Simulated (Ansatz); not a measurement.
# Rb2NaI3: complex band structure

Wanted: the relaxed cell of Rb2NaI3, its band edges and its decay constants. It is built by putting I for Cl, Rb for K in the K2NaCl3 structure of space group P-3m1, with the volume rescaled by atomic radii. The parent structure comes from the Materials Project.

Program: Ansatz 0.2.0. Level of theory: PBE DFT, plane waves, PAW files, in the first sound run; inputs show where later runs differ. Results are calculated unless marked as measured.

The structure was built from a prototype and need not be the compound's stable phase.

## (1) The starting structure

It takes space group P-3m1 (No. 164, trigonal). The conventional cell has a = 4.648 Å, b = 4.648 Å, c = 11.495 Å, α = 90.00°, β = 90.00°, γ = 120.00°. Nearest to Rb lie 6 I at 3.37 to 3.38 Å. Nearest to Na lie 6 I at 3.15 Å. Nearest to I lie 3 Na at 3.15 Å and 3 Rb at 3.37 Å. Nearest to I lie 6 Rb at 3.38 Å. It derives from K2NaCl3. I for Cl, Rb for K in the K2NaCl3 structure of space group P-3m1. Farther neighbours and most contacts between anions are not listed.

## (2) Relaxing the new crystal

The substituted atoms don't fit the parent's cell, so cell and atoms relax together. A small smearing keeps the run stable in case the gap closes on the way.

The input, input.yaml:

```yaml
crystal:
  lattice:
    - [4.6476566479, 0.0, 0.0]
    - [-2.3238283239, 4.0249887251, 0.0]
    - [0.0, 0.0, 11.4948943034]
  atoms:
    - { symbol: Rb, position: [0.3333333333, 0.6666666667, 0.67902339] }
    - { symbol: Rb, position: [0.6666666667, 0.3333333333, 0.32097661] }
    - { symbol: Na, position: [0.0, 0.0, 0.0] }
    - { symbol: I, position: [0.3333333333, 0.6666666667, 0.1429916] }
    - { symbol: I, position: [0.6666666667, 0.3333333333, 0.8570084] }
    - { symbol: I, position: [0.0, 0.0, 0.5] }
kpoints:
  mp_grid: { grid: [6, 6, 2] }
scf:
  occupations: { method: gaussian, width: 0.03 }
hamiltonian:
  xc: pbe
output:
  forces: true
  stress: true
relax:
  f_tol: 0.02
  max_steps: 60
  cell: {}
```

Command:

```console
$ ansatz run input.yaml --threads 2 --pin off --max-ram 4096MiB --backend cpu --events-out ev --progress --plain --runs-dir out
```

Numbers of over 12 decimals in the logs are rounded to 6 here.

The program printed:

```text
Engine: ansatz 0.2.0, aarch64-unknown-linux-gnu
Pseudopotentials: kind: paw
Pseudopotential: Rb, paw, valence charge 9, recommended cutoff 420 eV (normal), Rb.paw.azcp
Pseudopotential: Na, paw, valence charge 9, recommended cutoff 420 eV (normal), Na.paw.azcp
Pseudopotential: I, paw, valence charge 17, recommended cutoff 420 eV (normal), I.paw.azcp
Functional definition: PBE
  parameter kappa = 0.804
  parameter beta = 0.066725
  exchange = pbe_x(kappa = kappa, mu = beta*pi^2/3)
  correlation = pbe_c(beta = beta)
Crystal: 6 atoms, lattice volume = 215.032 Å³
Basis set: ecut = 420 eV, 4233 PW (Γ), exchange–correlation on 64×64×160 points (8 copies of the dense FFT grid, shifted against one another)
Bands: 47, of which v1, the nominal top of the filled ones, is band 39 counted from 1 (38 counted from 0)
Symmetry: 12 space group operations
Space group: P-3m1 (ITA 164), of the structure as read, at distance tolerance 6.0e-5 Å
k-points: 14 of 72
Non-local potential: Rb, projectors of the file, l = 0: 3, l = 1: 2, l = 2: 2
Non-local potential: Na, projectors of the file, l = 0: 3, l = 1: 2, l = 2: 1
Non-local potential: I, projectors of the file, l = 0: 2, l = 1: 2, l = 2: 2, l = 3: 2
PAW form: soft (Blöchl's): semilocal exchange-correlation on the pseudo side does not see the compensation charge
PAW one-centre angular grid: Rb, 110 points (default); XC on 64 Gauss nodes
PAW one-centre angular grid: Na, 110 points (default); XC on 64 Gauss nodes
PAW one-centre angular grid: I, 590 points (default); XC on 64 Gauss nodes
Initial density: superposition of atomic densities (neutral atoms: chi_scale 0, normalization atom), corrected by the library's trained network
Initial wavefunctions: pseudopotential atomic-orbital guess
Functional: x = pbe(κ = 0.804, μ = 0.219515), c = pbe(β = 0.066725)
SCF iter   1: F=—  HF=-30567.572644 eV  |F-HF|=—  |Δ(HF+E_count)|=         —  Δρ=4.61e-4  dr2=2.16e-3  ethr=1.77e-3  ⟨swp⟩=14.4  Hψ=3445  notcnv=0
preconditioner: auto → Resta (q_TF=auto, 2.304 Å⁻¹)  ε∞=2.7  [insulator: Δε(μ)=4.209 eV  Ē_g=11.716 eV  σ=0.030 eV  W_gap=1.00  n_scr=50 (ndim 8)  ℏωp=15.2 eV  f_vac=0.067  D(μ)=0.00/eV (n_scr^D=0)  ε∞_Penn≈2.7]
SCF iter   2: F=—  HF=-30567.572882 eV  |F-HF|=—  |Δ(HF+E_count)|=   2.38e-4  Δρ=2.54e-4  dr2=3.64e-4  ethr=2.76e-6  ⟨swp⟩=3.9  Hψ=1694  notcnv=0  defer=35
SCF iter   3: F=—  HF=-30567.572918 eV  |F-HF|=—  |Δ(HF+E_count)|=   3.58e-5  Δρ=1.24e-4  dr2=6.06e-5  ethr=4.66e-7  ⟨swp⟩=2.0  Hψ=828  notcnv=0  defer=35
SCF iter   4: F=—  HF=-30567.573030 eV  |F-HF|=—  |Δ(HF+E_count)|=   1.11e-4  Δρ=4.79e-5  dr2=6.83e-6  ethr=7.77e-8  ⟨swp⟩=2.0  Hψ=856  notcnv=0  defer=35
SCF iter   5: F=—  HF=-30567.573034 eV  |F-HF|=—  |Δ(HF+E_count)|=   4.26e-6  Δρ=1.20e-5  dr2=3.18e-7  ethr=8.75e-9  ⟨swp⟩=2.1  Hψ=988  notcnv=0  defer=35
SCF iter   6: F=-30567.573034 eV  HF=-30567.573034 eV  |F-HF|=4.76e-8  |Δ(HF+E_count)|=   1.51e-7  Δρ=3.70e-6  dr2=3.27e-8  ethr=1.28e-10  ⟨swp⟩=5.0  Hψ=2355  notcnv=0
SCF 1 converged in 6 iterations: F = -30567.573034 eV  dr2 = 3.27e-8
  greatest PAW one-centre occupation: 0.999 electrons in one spin orbital (limit 2), on the Na atom at site 2 (counted from 0), in its partial waves of l = 0
relax step   1: F+E_penalty+E_count = -30567.57303397 eV  Δ(F+E_penalty+E_count) = +0.000e0 eV  max|allowed force component| = 3.203e-1 eV/Å  Δτ_max = 0.0000 Å  P = +5.157 GPa  Ω = 215.032 Å³  (6 SCF iters, dr2 threshold 1.00e-7 eV, accepted)
Crystal: 6 atoms, lattice volume = 245.463 Å³
Basis set: ecut = 420 eV, 4823 PW (Γ), exchange–correlation on 64×64×160 points (8 copies of the dense FFT grid, shifted against one another)
Initial density: handed on by an earlier stage of this run
Initial wavefunctions: those handed on with the density
iter 1 solved again at ethr=1.21e-4 eV; its pass at ethr=3.10e-3 eV (dr2=9.41e-2 eV) is discarded
SCF iter   1: F=—  HF=-30568.252635 eV  |F-HF|=—  |Δ(HF+E_count)|=         —  Δρ=4.83e-3  dr2=9.68e-2  ethr=1.21e-4  ⟨swp⟩=2.9  Hψ=4221  notcnv=0
preconditioner: auto → Resta (q_TF=auto, 2.254 Å⁻¹)  ε∞=2.5  [insulator: Δε(μ)=4.000 eV  Ē_g=11.523 eV  σ=0.030 eV  W_gap=1.00  n_scr=50 (ndim 8)  ℏωp=14.2 eV  f_vac=0.123  D(μ)=0.00/eV (n_scr^D=0)  ε∞_Penn≈2.5]
SCF iter   2: F=—  HF=-30568.219122 eV  |F-HF|=—  |Δ(HF+E_count)|=   3.35e-2  Δρ=2.26e-3  dr2=1.94e-2  ethr=1.21e-4  ⟨swp⟩=4.4  Hψ=1210  notcnv=0
SCF iter   3: F=—  HF=-30568.211914 eV  |F-HF|=—  |Δ(HF+E_count)|=   7.21e-3  Δρ=5.79e-4  dr2=1.26e-3  ethr=2.49e-5  ⟨swp⟩=4.3  Hψ=1125  notcnv=0
SCF iter   4: F=—  HF=-30568.211970 eV  |F-HF|=—  |Δ(HF+E_count)|=   5.58e-5  Δρ=2.16e-4  dr2=1.69e-4  ethr=1.62e-6  ⟨swp⟩=2.0  Hψ=1219  notcnv=0
SCF iter   5: F=—  HF=-30568.212132 eV  |F-HF|=—  |Δ(HF+E_count)|=   1.62e-4  Δρ=5.38e-5  dr2=9.26e-6  ethr=2.17e-7  ⟨swp⟩=2.0  Hψ=1190  notcnv=0
SCF iter   6: F=—  HF=-30568.212145 eV  |F-HF|=—  |Δ(HF+E_count)|=   1.35e-5  Δρ=1.95e-5  dr2=1.03e-6  ethr=1.19e-8  ⟨swp⟩=2.0  Hψ=1204  notcnv=0
SCF iter   7: F=-30568.212148 eV  HF=-30568.212148 eV  |F-HF|=1.64e-7  |Δ(HF+E_count)|=   2.35e-6  Δρ=4.93e-6  dr2=7.69e-8  ethr=7.69e-10  ⟨swp⟩=5.0  Hψ=2346  notcnv=0
SCF 2 converged in 7 iterations: F = -30568.212148 eV  dr2 = 7.69e-8
relax step   2: F+E_penalty+E_count = -30568.21214774 eV  Δ(F+E_penalty+E_count) = -6.391e-1 eV  max|allowed force component| = 1.090e-2 eV/Å  Δτ_max = 0.0837 Å  P = +1.719 GPa  Ω = 245.463 Å³  energy of the carried Pulay correction = -1.660e-3 eV  (7 SCF iters, dr2 threshold 6.00e-7 eV, accepted)
Crystal: 6 atoms, lattice volume = 265.698 Å³
Basis set: ecut = 420 eV, 5219 PW (Γ), exchange–correlation on 64×64×160 points (8 copies of the dense FFT grid, shifted against one another)
iter 1 solved again at ethr=7.39e-5 eV; its pass at ethr=3.10e-3 eV (dr2=5.76e-2 eV) is discarded
SCF iter   1: F=—  HF=-30568.362678 eV  |F-HF|=—  |Δ(HF+E_count)|=         —  Δρ=3.10e-3  dr2=6.45e-2  ethr=7.39e-5  ⟨swp⟩=3.2  Hψ=4032  notcnv=0
preconditioner: auto → Resta (q_TF=auto, 2.224 Å⁻¹)  ε∞=2.4  [insulator: Δε(μ)=3.804 eV  Ē_g=11.372 eV  σ=0.030 eV  W_gap=1.00  n_scr=50 (ndim 8)  ℏωp=13.7 eV  f_vac=0.146  D(μ)=0.00/eV (n_scr^D=0)  ε∞_Penn≈2.4]
SCF iter   2: F=—  HF=-30568.342306 eV  |F-HF|=—  |Δ(HF+E_count)|=   2.04e-2  Δρ=1.39e-3  dr2=7.35e-3  ethr=7.39e-5  ⟨swp⟩=5.4  Hψ=1489  notcnv=0
SCF iter   3: F=—  HF=-30568.339732 eV  |F-HF|=—  |Δ(HF+E_count)|=   2.57e-3  Δρ=4.75e-4  dr2=9.31e-4  ethr=9.42e-6  ⟨swp⟩=2.6  Hψ=955  notcnv=0
SCF iter   4: F=—  HF=-30568.339668 eV  |F-HF|=—  |Δ(HF+E_count)|=   6.41e-5  Δρ=1.37e-4  dr2=8.70e-5  ethr=1.19e-6  ⟨swp⟩=2.0  Hψ=855  notcnv=0
SCF iter   5: F=—  HF=-30568.339838 eV  |F-HF|=—  |Δ(HF+E_count)|=   1.70e-4  Δρ=3.86e-5  dr2=3.59e-6  ethr=1.11e-7  ⟨swp⟩=2.0  Hψ=1114  notcnv=0
SCF iter   6: F=-30568.339843 eV  HF=-30568.339842 eV  |F-HF|=6.21e-7  |Δ(HF+E_count)|=   4.50e-6  Δρ=1.30e-5  dr2=3.88e-7  ethr=7.69e-10  ⟨swp⟩=5.0  Hψ=2478  notcnv=0
SCF 3 converged in 6 iterations: F = -30568.339843 eV  dr2 = 3.88e-7
relax step   3: F+E_penalty+E_count = -30568.33984305 eV  Δ(F+E_penalty+E_count) = -1.277e-1 eV  max|allowed force component| = 6.239e-2 eV/Å  Δτ_max = 0.0482 Å  P = +0.445 GPa  Ω = 265.698 Å³  energy of the carried Pulay correction = -2.648e-3 eV  (6 SCF iters, dr2 threshold 6.00e-7 eV, accepted)
[...]
relax step   4: F+E_penalty+E_count = -30568.35321099 eV  Δ(F+E_penalty+E_count) = -1.337e-2 eV  max|allowed force component| = 6.033e-3 eV/Å  Δτ_max = 0.0339 Å  P = +0.052 GPa  Ω = 273.362 Å³  energy of the carried Pulay correction = -3.001e-3 eV  (5 SCF iters, dr2 threshold 5.12e-7 eV, accepted)
[...]
relax step   5: F+E_penalty+E_count = -30568.35344863 eV  Δ(F+E_penalty+E_count) = -2.376e-4 eV  max|allowed force component| = 1.645e-3 eV/Å  Δτ_max = 0.0050 Å  P = +0.002 GPa  Ω = 274.513 Å³  energy of the carried Pulay correction = -3.053e-3 eV  (6 SCF iters, dr2 threshold 9.72e-9 eV, accepted)
[...]
relax step   6: F+E_penalty+E_count = -30568.36010880 eV  Δ(F+E_penalty+E_count) = -6.660e-3 eV  max|allowed force component| = 1.656e-3 eV/Å  Δτ_max = 0.0000 Å  P = +0.062 GPa  Ω = 274.513 Å³  stress off target by 6.42e-2 GPa  SCF on the basis re-selected at this cell (its energy is not comparable with the rows above)  (8 SCF iters)
[...]
relax step   7: F+E_penalty+E_count = -30568.36034559 eV  Δ(F+E_penalty+E_count) = -2.368e-4 eV  max|allowed force component| = 9.318e-4 eV/Å  Δτ_max = 0.0007 Å  P = +0.001 GPa  Ω = 276.046 Å³  energy of the carried Pulay correction = -7.157e-5 eV  (6 SCF iters, dr2 threshold 1.03e-8 eV, accepted)
iter 1 solved again at ethr=8.56e-7 eV; its pass at ethr=3.10e-3 eV (dr2=6.68e-4 eV) is discarded
SCF iter   1: F=—  HF=-30568.353981 eV  |F-HF|=—  |Δ(HF+E_count)|=         —  Δρ=1.75e-4  dr2=3.01e-6  ethr=8.56e-7  ⟨swp⟩=3.6  Hψ=5097  notcnv=0
preconditioner: auto → Resta (q_TF=auto, 2.210 Å⁻¹)  ε∞=2.4  [insulator: Δε(μ)=3.601 eV  Ē_g=11.291 eV  σ=0.030 eV  W_gap=1.00  n_scr=50 (ndim 8)  ℏωp=13.4 eV  f_vac=0.148  D(μ)=0.00/eV (n_scr^D=0)  ε∞_Penn≈2.4]
SCF iter   2: F=—  HF=-30568.358738 eV  |F-HF|=—  |Δ(HF+E_count)|=   4.76e-3  Δρ=8.78e-5  dr2=5.67e-7  ethr=3.86e-9  ⟨swp⟩=3.6  Hψ=1473  notcnv=0
SCF iter   3: F=—  HF=-30568.360111 eV  |F-HF|=—  |Δ(HF+E_count)|=   1.37e-3  Δρ=3.73e-5  dr2=1.81e-7  ethr=7.27e-10  ⟨swp⟩=2.0  Hψ=950  notcnv=0
SCF iter   4: F=—  HF=-30568.360407 eV  |F-HF|=—  |Δ(HF+E_count)|=   2.96e-4  Δρ=2.42e-6  dr2=1.08e-8  ethr=2.32e-10  ⟨swp⟩=2.0  Hψ=925  notcnv=0
SCF iter   5: F=—  HF=-30568.360408 eV  |F-HF|=—  |Δ(HF+E_count)|=   7.55e-7  Δρ=5.35e-7  dr2=1.56e-9  ethr=1.39e-11  ⟨swp⟩=2.0  Hψ=1190  notcnv=0
SCF iter   6: F=—  HF=-30568.360408 eV  |F-HF|=—  |Δ(HF+E_count)|=   1.13e-8  Δρ=1.49e-7  dr2=1.26e-10  ethr=2.00e-12  ⟨swp⟩=2.0  Hψ=910  notcnv=0
SCF iter   7: F=-30568.360408 eV  HF=-30568.360408 eV  |F-HF|=2.91e-11  |Δ(HF+E_count)|=  2.47e-10  Δρ=5.50e-8  dr2=1.50e-11  ethr=1.00e-12  ⟨swp⟩=5.0  Hψ=2395  notcnv=0
SCF 8 converged in 7 iterations: F = -30568.360408 eV  dr2 = 1.50e-11
relax step   8: F+E_penalty+E_count = -30568.36040786 eV  Δ(F+E_penalty+E_count) = -6.227e-5 eV  max|allowed force component| = 9.486e-4 eV/Å  Δτ_max = 0.0000 Å  P = +0.001 GPa  Ω = 276.046 Å³  stress off target by 2.12e-3 GPa  SCF on the basis re-selected at this cell (its energy is not comparable with the rows above)  (7 SCF iters)
basis re-selected at this cell: Δ(F+E_penalty+E_count) = -6.227e-5 eV, ΔP = -0.000 GPa vs the last step (what re-selecting the basis moved, of the pressure what is left beyond the Pulay correction that the steps carried, after the strain that the cell walked since its last selection, with what the two solves' SCF thresholds leave and, on support functions, any second-order correction that the steps lacked; it is no m [...]
SCF converged after 7 iterations
Free energy (F): -30568.360408 eV
Harris-Foulkes:  -30568.360408 eV  (|F-HF|=2.91e-11)
Internal energy: -30568.360408 eV  (E = F + TS)
E sigma→0 (E₀):  -30568.360408 eV
Fermi energy:    3.927678 eV
--- Per-component energies (eV) ---
  E_band       = -1640.223069
  E_kinetic    = 1072.326627
  E_local      = -9540.096880  (includes V_loc(G=0)·N_el)
  E_nonlocal   = 190.789609
  E_hartree    = 4357.745566
  E_xc         = -684.960112
  E_vxc        = -710.441087  (∫ρ·V_xc dr)
  E_paw        = -19950.609231  (= ΣΔE_a)
  E_vpaw       = -1368.292739  (= ΣTr[D̂ρ^β])
  E_aug_tail   = -0.000050  (compensation charges beyond the density's cutoff)
  E_ewald      = -6013.555937
  E_smearing   = -0.000000  (= −TS)
  E_closure    = -0.000000  (closes the sum)
  Σ components = -30568.360408   (vs F -30568.360408, Δ=0.00e0)
--- Forces (eV/Å), atoms counted from 1 ---
  atom   1  Rb    -0.00000000    -0.00000000     0.00004203
  atom   2  Rb     0.00000000     0.00000000    -0.00004203
  atom   3  Na     0.00000000     0.00000000     0.00000000
  atom   4  I     -0.00000000    -0.00000000     0.00094863
  atom   5  I      0.00000000     0.00000000    -0.00094863
  atom   6  I      0.00000000    -0.00000000     0.00000000
  max |Σ_I F_I| component: 5.78e-19 eV/Å
--- Stress (GPa, compression-positive) ---
        0.000427      -0.000000      -0.000000
       -0.000000       0.000427      -0.000000
       -0.000000      -0.000000       0.002118
  P = ⅓ Tr σ = 0.0010 GPa (0.010 kbar)
--- Relaxed structure (6 steps of the walk, 6 accepted, 2 SCFs on fresh bases) ---
  F+E_penalty+E_count = -30568.36040786 eV   max|allowed force component| = 9.486e-4 eV/Å   (the final SCF, on the basis selected at the relaxed cell)
  cell:  # Å, volume = 276.0459 Å³
    - [5.034963, -3.1273189297199e-11, 3.047316415975701e-17]
    - [-2.517482, 4.360406, -1.52365820798785e-17]
    - [7.536826139404483e-17, 0, 12.573553]
  atoms:
    - { symbol: Rb, position: [0.333333, 0.666667, 0.680801] }
    - { symbol: Rb, position: [0.666667, 0.333333, 0.319199] }
    - { symbol: Na, position: [0, 0, -2.0121669443725164e-19] }
    - { symbol: I, position: [0.333333, 0.666667, 0.137451] }
    - { symbol: I, position: [0.666667, 0.333333, 0.862549] }
    - { symbol: I, position: [0, 0, 0.5] }
```

The job ended after 28 s (2 threads of Arm Neoverse V2, shared host; peak memory 0.59 GiB; 54 s of CPU time).

The steps of the relaxation:

```tsv
step	energy less that of the first step (eV)	largest force component (eV/Å)	pressure (GPa)	volume (Å³)
1	0.0000	0.3203	5.16	215.03
2	-0.6391	0.0109	1.72	245.46
3	-0.7668	0.0624	0.44	265.70
4	-0.7802	0.0060	0.05	273.36
5	-0.7804	0.0016	0.00	274.51
6*	-0.7871	0.0017	0.06	274.51
7	-0.7873	0.0009	0.00	276.05
8*	-0.7874	0.0009	0.00	276.05
```

Relaxation steps marked * repeat the geometry before them on a plane-wave basis chosen anew for their cell, so energy and pressure can jump there.

Forces are held to the 12 operations that the run works with; a distortion that breaks them can't arise in this run.

```tsv
conventional cell, symmetrised	before	after	change
a (Å)	4.648	5.035	+8.3 %
b (Å)	4.648	5.035	+8.3 %
c (Å)	11.495	12.574	+9.4 %
volume (Å³/atom)	35.84	46.01	+28.4 %
```

The atoms that moved most (Å, as changes of fractional coordinates times the final cell):

```tsv
atom	dx	dy	dz	length
I5	0.000	0.000	0.070	0.070
I4	0.000	0.000	-0.070	0.070
Rb1	0.000	0.000	0.022	0.022
Rb2	0.000	0.000	-0.022	0.022
```

Final coordinates:

```xyz
6
Lattice="5.0350 0.0000 0.0000 -2.5175 4.3604 0.0000 0.0000 0.0000 12.5736" Properties=species:S:1:pos:R:3 pbc="T T T"
Rb    0.0000    2.9069    8.5601
Rb    2.5175    1.4535    4.0135
Na    0.0000    0.0000    0.0000
I     0.0000    2.9069    1.7282
I     2.5175    1.4535   10.8453
I     0.0000    0.0000    6.2868
```

Numbers from this step:

| Property | Result |
| --- | --- |
| free energy | -30568.3604 eV |
| Fermi energy | 3.928 eV |
| pressure | 9.90e-4 GPa |

The largest force component on a free atom ends at 9.5e-4 eV/Å.

(Continued in part 2 of 3.)

[Logs are printed without paths, hosts, clocks, repeated set-up lines and the standing remarks that a program may print on its own settings, such as how far it seeks lower states.]

[Hosts, paths, dates, database ids (printed as entryN), source tags and the programs' standing remarks are cut or masked in the printed files.]
